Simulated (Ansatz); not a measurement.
**(GaAs)1(ZnS)2 [001] superlattice, started as zinc blende: the cell at rest**

Wanted: the relaxed cell of (GaAs)1(ZnS)2 [001] superlattice, started as zinc blende.

Method: DFT PBE, scalar-relativistic, plane waves, PAW, in Ansatz 0.2.0.

The structure was built from a prototype and need not be the compound's stable phase.

## 1. The structure

The structure is orthorhombic, space group Imm2 (No. 44). The conventional cell has a = 3.882 Å, b = 3.882 Å, c = 16.470 Å, α = 90.00°, β = 90.00°, γ = 90.00°. Nearest to As lie 2 Zn at 2.38 Å and 2 Ga at 2.38 Å. Nearest to Ga lie 2 As at 2.38 Å and 2 S at 2.38 Å. S has 4 Zn at 2.38 Å nearest. S has 2 Zn at 2.38 Å and 2 Ga at 2.38 Å nearest. Nearest to Zn lie 2 As at 2.38 Å and 2 S at 2.38 Å. Nearest to Zn lie 4 S at 2.38 Å. Farther neighbours and most contacts between anions are not listed.

## 2. A coarse first look

First a cheap look: the gap decides the mesh and the occupations, the pressure tells how far the cell has to move.

File input.yaml:

```yaml
crystal:
  lattice:
    - [2.745, 2.745, 0.0]
    - [-2.745, 2.745, 0.0]
    - [2.745, 0.0, 8.235]
  atoms:
    - { symbol: As, position: [0.416667, 0.083333, 0.166667] }
    - { symbol: Ga, position: [0.0, 0.0, 0.0] }
    - { symbol: S, position: [0.75, 0.75, 0.5] }
    - { symbol: S, position: [0.083333, 0.416667, 0.833333] }
    - { symbol: Zn, position: [0.333333, 0.666667, 0.333333] }
    - { symbol: Zn, position: [0.666667, 0.333333, 0.666667] }
kpoints:
  mp_grid: { grid: [6, 6, 6] }
hamiltonian:
  xc: pbe
scf:
  occupations: { method: gaussian, width: 0.1 }
output:
  forces: true
  stress: true
  eigenvalues: true
```

On the command line:

```sh
ansatz run input.yaml --threads 8 --pin off --max-ram 14336MiB --backend cpu --events-out ev --progress --plain --runs-dir out
```

Numbers of over 12 decimals in the logs are rounded to 6 here.

Log:

```text
[...]
k-point 0: bands = [... 28 lower, 5.0041, 6.4545, 6.7960, 7.3860, 7.9417, 9.4303, 9.5954, 10.5536, ... 2 higher]
  k-point 1: bands = [... 28 lower, 5.0753, 6.0761, 6.7168, 7.3241, 8.2591, 9.3669, 9.6958, 10.5744, ... 2 higher]
  k-point 2: bands = [... 28 lower, 5.2854, 5.3722, 6.5373, 7.1980, 8.6681, 9.3512, 9.8950, 10.6899, ... 2 higher]
  k-point 45: bands = [... 28 lower, 3.6959, 3.9096, 4.7157, 4.8572, 9.4842, 9.7769, 10.0323, 10.5206, ... 2 higher]
[key lines of the parts left out:]
SCF converged after 9 iterations
Free energy (F): -17084.766547 eV
Fermi energy:    7.756824 eV
P = ⅓ Tr σ = 2.8445 GPa (28.445 kbar)
```

Wall time 1.6 s (8 threads of Intel Xeon 6975P-C (Granite Rapids), shared host); peak memory 0.65 GiB; 11 s of CPU time.

Numbers from this step:

```yaml
pressure: 2.844 GPa
volume_per_atom: 20.68 Å³
gap_on_the_k_mesh: 0.4103 eV
direct_gap_on_mesh: 0.5557 eV
```

The coarse mesh shows a gap of 0.41 eV and a pressure of 2.8 GPa.

## 3. Relaxation

Harmonic phonons are second derivatives at a point where the forces vanish, and they are wanted at zero stress, so atoms and cell are relaxed first.

input.yaml, the sections that differ from step 2:

```yaml
kpoints:
  mp_grid: { grid: [8, 8, 8] }
scf:
  occupations: { method: gaussian, width: 0.02 }
relax:
  adjacent_minimum: "off"
  f_tol: 0.005
  max_steps: 80
  cell: { stress_tol: 0.05 }
# crystal, hamiltonian, output: as in step 2
```

Log:

```text
[...]
Crystal: 6 atoms, lattice volume = 124.102 Å³
Basis set: ecut = 420 eV, 2479 PW (Γ), exchange–correlation on 54×54×120 points (8 copies of the dense FFT grid, shifted against one another)
Bands: 39, of which v1, the nominal top of the filled ones, is band 32 counted from 1 (31 counted from 0)
Symmetry: 4 space group operations
[...]
k-points: 95 of 512 (time reversal used)
[...]
SCF iter   1: F=—  HF=-17084.779654 eV  |F-HF|=—  |Δ(HF+E_count)|=         —  Δρ=1.61e-3  dr2=9.99e-3  ethr=1.77e-3  ⟨swp⟩=6.2  Hψ=15910  notcnv=0
[...]
SCF iter   9: F=-17084.775871 eV  HF=-17084.775871 eV  |F-HF|=8.12e-9  |Δ(HF+E_count)|=   9.76e-8  Δρ=3.00e-6  dr2=1.37e-8  ethr=1.56e-10  ⟨swp⟩=8.4  Hψ=15717  notcnv=0
SCF 1 converged in 9 iterations: F = -17084.775871 eV  dr2 = 1.37e-8
[...]
relax step   1: F+E_penalty+E_count = -17084.77587143 eV  Δ(F+E_penalty+E_count) = +0.000e0 eV  max|allowed force component| = 5.648e-1 eV/Å  Δτ_max = 0.0000 Å  P = +2.842 GPa  Ω = 124.102 Å³  (9 SCF iters, dr2 threshold 1.00e-7 eV, accepted)
Crystal: 6 atoms, lattice volume = 127.396 Å³
Basis set: ecut = 420 eV, 2519 PW (Γ), exchange–correlation on 54×54×120 points (8 copies of the dense FFT grid, shifted against one another)
[...]
iter 1 solved again at ethr=1.96e-5 eV; its pass at ethr=3.10e-3 eV (dr2=1.26e-2 eV) is discarded
[...]
SCF iter   7: F=-17084.860843 eV  HF=-17084.860842 eV  |F-HF|=3.85e-7  |Δ(HF+E_count)|=   2.04e-6  Δρ=1.76e-5  dr2=3.83e-7  ethr=9.37e-10  ⟨swp⟩=6.5  Hψ=16647  notcnv=0
SCF 2 converged in 7 iterations: F = -17084.860843 eV  dr2 = 3.83e-7
relax step   2: F+E_penalty+E_count = -17084.86084266 eV  Δ(F+E_penalty+E_count) = -8.497e-2 eV  max|allowed force component| = 2.044e-1 eV/Å  Δτ_max = 0.0467 Å  P = +0.849 GPa  Ω = 127.396 Å³  energy of the carried Pulay correction = -1.091e-3 eV  (7 SCF iters, dr2 threshold 6.00e-7 eV, accepted)
Crystal: 6 atoms, lattice volume = 128.936 Å³
Basis set: ecut = 420 eV, 2543 PW (Γ), exchange–correlation on 54×54×120 points (8 copies of the dense FFT grid, shifted against one another)
[...]
SCF iter   6: F=-17084.869798 eV  HF=-17084.869798 eV  |F-HF|=3.75e-7  |Δ(HF+E_count)|=   2.09e-6  Δρ=1.92e-5  dr2=4.40e-7  ethr=9.37e-10  ⟨swp⟩=6.9  Hψ=18374  notcnv=0
SCF 3 converged in 6 iterations: F = -17084.869798 eV  dr2 = 4.40e-7
relax step   3: F+E_penalty+E_count = -17084.86979847 eV  Δ(F+E_penalty+E_count) = -8.956e-3 eV  max|allowed force component| = 3.082e-2 eV/Å  Δτ_max = 0.0154 Å  P = +0.077 GPa  Ω = 128.936 Å³  energy of the carried Pulay correction = -1.591e-3 eV  (6 SCF iters, dr2 threshold 6.00e-7 eV, accepted)
[...]
relax step   4: F+E_penalty+E_count = -17084.86989822 eV  Δ(F+E_penalty+E_count) = -9.976e-5 eV  max|allowed force component| = 7.214e-3 eV/Å  Δτ_max = 0.0033 Å  P = -0.000 GPa  Ω = 129.090 Å³  energy of the carried Pulay correction = -1.641e-3 eV  (6 SCF iters, dr2 threshold 5.94e-8 eV, accepted)
[...]
relax step   5: F+E_penalty+E_count = -17084.86990314 eV  Δ(F+E_penalty+E_count) = -4.914e-6 eV  max|allowed force component| = 2.483e-3 eV/Å  Δτ_max = 0.0006 Å  P = -0.005 GPa  Ω = 129.103 Å³  energy of the carried Pulay correction = -1.645e-3 eV  (5 SCF iters, dr2 threshold 3.25e-9 eV, accepted)
[...]
SCF iter   9: F=-17084.871559 eV  HF=-17084.871559 eV  |F-HF|=3.35e-10  |Δ(HF+E_count)|=  2.04e-10  Δρ=1.88e-7  dr2=3.32e-11  ethr=1.00e-12  ⟨swp⟩=4.2  Hψ=13012  notcnv=0
SCF 6 converged in 9 iterations: F = -17084.871559 eV  dr2 = 3.32e-11
relax step   6: F+E_penalty+E_count = -17084.87155906 eV  Δ(F+E_penalty+E_count) = -1.656e-3 eV  max|allowed force component| = 2.436e-3 eV/Å  Δτ_max = 0.0000 Å  P = -0.005 GPa  Ω = 129.103 Å³  stress off target by 1.23e-2 GPa  SCF on the basis re-selected at this cell (its energy is not comparable with the rows above)  (9 SCF iters)
basis re-selected at this cell: Δ(F+E_penalty+E_count) = -1.656e-3 eV, ΔP = -0.000 GPa vs the last step (what re-selecting the basis moved, of the pressure what is left beyond the Pulay correction that the steps carried, after the strain that the cell walked since its last selection, with what the two solves' SCF thresholds leave and, on support functions, any second-order correction that the steps lacked; it is no m [...]
SCF converged after 9 iterations
Free energy (F): -17084.871559 eV
[...]
Internal energy: -17084.871559 eV  (E = F + TS)
E sigma→0 (E₀):  -17084.871559 eV
Fermi energy:    7.095506 eV
[...]
--- Forces (eV/Å), atoms counted from 1 ---
  atom   1  As     0.00000000    -0.00000000     0.00235560
  atom   2  Ga    -0.00000000     0.00000000    -0.00243622
  atom   3  S      0.00000000    -0.00000000     0.00137128
  atom   4  S      0.00000000     0.00000000     0.00208863
  atom   5  Zn    -0.00000000     0.00000000    -0.00190476
  atom   6  Zn    -0.00000000     0.00000000    -0.00147412
  max |Σ_I F_I| component: 4.19e-7 eV/Å
--- Stress (GPa, compression-positive) ---
       -0.004626       0.007688      -0.000000
        0.007688      -0.004626      -0.000000
       -0.000000      -0.000000      -0.006111
  P = ⅓ Tr σ = -0.0051 GPa (-0.051 kbar)
--- Band table (eV; the first three rows and the last of 95) ---
  k-point 0: bands = [... 28 lower, 4.5132, 5.9969, 6.1991, 6.7463, 7.2952, 8.9201, 9.1649, 9.9267, ... 3 higher]
  k-point 1: bands = [... 28 lower, 4.5795, 5.7507, 6.1546, 6.7117, 7.5257, 8.8760, 9.2055, 9.9345, ... 3 higher]
  k-point 2: bands = [... 28 lower, 4.7346, 5.2596, 6.0374, 6.6267, 7.9420, 8.8215, 9.2498, 10.0395, ... 3 higher]
  k-point 94: bands = [... 28 lower, 3.4020, 3.5046, 4.3143, 4.4699, 9.1141, 9.2262, 9.5143, 10.0755, ... 3 higher]
--- Relaxed structure (5 steps of the walk, 5 accepted, 1 SCFs on fresh bases) ---
  F+E_penalty+E_count = -17084.87155906 eV   max|allowed force component| = 2.436e-3 eV/Å   (the final SCF, on the basis selected at the relaxed cell)
  cell:  # Å, volume = 129.1029 Å³
    - [2.794291, 2.794291, 0]
    - [-2.809145, 2.809145, 0]
    - [2.801718, -0.00742665, 8.223563]
  atoms:
    - { symbol: As, position: [0.415801, 0.084199, 0.168399] }
    - { symbol: Ga, position: [-0.000925942, 0.000925942, 0.00185188] }
    - { symbol: S, position: [0.746724, 0.753276, 0.506553] }
    - { symbol: S, position: [0.086932, 0.413068, 0.826136] }
    - { symbol: Zn, position: [0.331393, 0.668607, 0.337214] }
    - { symbol: Zn, position: [0.670077, 0.329923, 0.659847] }
```

Elapsed: 18 s, on 8 threads; peak memory 0.88 GiB.

Relaxation path:

```csv
step,energy less that of the first step (eV),largest force component (eV/Å),pressure (GPa),volume (Å³)
1,0.0000,0.5648,2.84,124.10
2,-0.0850,0.2044,0.85,127.40
3,-0.0939,0.0308,0.08,128.94
4,-0.0940,0.0072,0.00,129.09
5,-0.0940,0.0025,0.00,129.10
6*,-0.0957,0.0024,-0.01,129.10
```

Relaxation steps marked * repeat the geometry before them on a plane-wave basis chosen anew for their cell, so energy and pressure can jump there.

Forces are held to the 4 operations that the run works with; a distortion that breaks them can't arise in this run.

```csv
"conventional cell, symmetrised",before,after,change
a (Å),3.882,3.952,+1.8 %
b (Å),3.882,3.973,+2.3 %
c (Å),16.470,16.447,-0.1 %
volume (Å³/atom),20.68,21.52,+4.0 %
```

The atoms that moved most (Å, as changes of fractional coordinates times the final cell):

```csv
atom,dx,dy,dz,length
S4,0.000,0.000,-0.059,0.059
Zn6,0.000,0.000,-0.056,0.056
S3,0.000,0.000,0.054,0.054
Zn5,0.000,0.000,0.032,0.032
Ga2,0.000,0.000,0.015,0.015
As1,0.000,0.000,0.014,0.014
```

Numbers from this step:

```yaml
pressure: -0.005121 GPa
gap_on_the_k_mesh: 0.4014 eV
volume_per_atom: 21.52 Å³
direct_gap_on_mesh: 0.5489 eV
```

In this step the volume went from 20.68 to 21.52 Å³/atom.

## 4. Relaxing to small forces for the phonons

Phonons need a cell at rest on their own settings, so the relaxation is repeated with tight tolerances on forces and stress on the k mesh and occupations of the first response run.

File input.yaml:

```yaml
crystal:
  lattice:
    - [2.7942914228, 2.7942914228, 0.0]
    - [-2.8091447261, 2.8091447261, 0.0]
    - [2.8017180745, -0.0074266516, 8.2235633157]
  atoms:
    - { symbol: As, position: [0.4158006325, 0.0841993675, 0.1683987349] }
    - { symbol: Ga, position: [-0.0009259424, 0.0009259424, 0.0018518848] }
    - { symbol: S, position: [0.7467235708, 0.7532764292, 0.5065528583] }
    - { symbol: S, position: [0.0869321314, 0.4130678686, 0.8261357372] }
    - { symbol: Zn, position: [0.3313929674, 0.6686070326, 0.3372140653] }
    - { symbol: Zn, position: [0.6700766403, 0.3299233597, 0.6598467194] }
kpoints:
  mp_grid: { grid: [8, 8, 8] }
hamiltonian:
  xc: pbe
scf:
  occupations: { method: fixed }
output:
  forces: true
  stress: true
  eigenvalues: true
relax:
  adjacent_minimum: "off"
  f_tol: 0.001
  max_steps: 60
  cell: { stress_tol: 0.01 }
```

Log:

```text
[...]
Crystal: 6 atoms, lattice volume = 129.103 Å³
Basis set: ecut = 420 eV, 2551 PW (Γ), exchange–correlation on 54×54×120 points (8 copies of the dense FFT grid, shifted against one another)
Bands: 39, of which v1, the nominal top of the filled ones, is band 32 counted from 1 (31 counted from 0)
[... 1 set-up line as in the run before ...]
[...]
- [-2.809040, 2.809040, 5.402345404290743e-17]
    - [2.801699, -0.00734091, 8.223012]
  atoms:
    - { symbol: As, position: [0.415794, 0.084206, 0.168413] }
    - { symbol: Ga, position: [-0.000919916, 0.000919916, 0.00183983] }
    - { symbol: S, position: [0.746716, 0.753284, 0.506569] }
    - { symbol: S, position: [0.086921, 0.413079, 0.826158] }
    - { symbol: Zn, position: [0.331405, 0.668595, 0.337190] }
    - { symbol: Zn, position: [0.670085, 0.329915, 0.659830] }
[key lines of the parts left out:]
SCF converged after 6 iterations
Free energy (F): -17084.871562 eV
Fermi energy:    6.894384 eV
P = ⅓ Tr σ = 0.0001 GPa (0.001 kbar)
```

Wall time 12 s (8 threads); peak memory 0.88 GiB; 90 s of CPU time.

Little changed from the start: no atom moved by 0.005 Å and no cell edge by 0.1 %.

This step gave:

```
pressure           : 7.81e-5 GPa
gap on the k-mesh  : 0.4019 eV
direct gap on mesh : 0.5492 eV
```

The largest force component left is 0.26 meV/Å and the pressure is 0.000 GPa, within the tolerances set. The cell now holds 21.52 Å³/atom.

## 5. Outcome

```yaml
space_group_after_relaxation_within_0p01_a: Imm2
lattice_constant_a: 3.952 Å
lattice_constant_b: 3.973 Å
lattice_constant_c: 16.446 Å
volume_per_atom: 21.5 Å³
gap_on_the_k_mesh: 0.402 eV
```

In words: The largest force component left is 0.26 meV/Å and the pressure is 0.000 GPa, within the tolerances set. The cell now holds 21.52 Å³/atom. The relaxation keeps the symmetry of its start, so it says nothing on stability against lower symmetry. The starting cell was built on a prototype and not taken from a measurement, so the phase need not exist.

[Logs are printed without paths, hosts, clocks, repeated set-up lines and the standing remarks that a program may print on its own settings, such as how far it seeks lower states.]

[Hosts, paths, dates, database ids (printed as entryN), source tags and the programs' standing remarks are cut or masked in the printed files.]
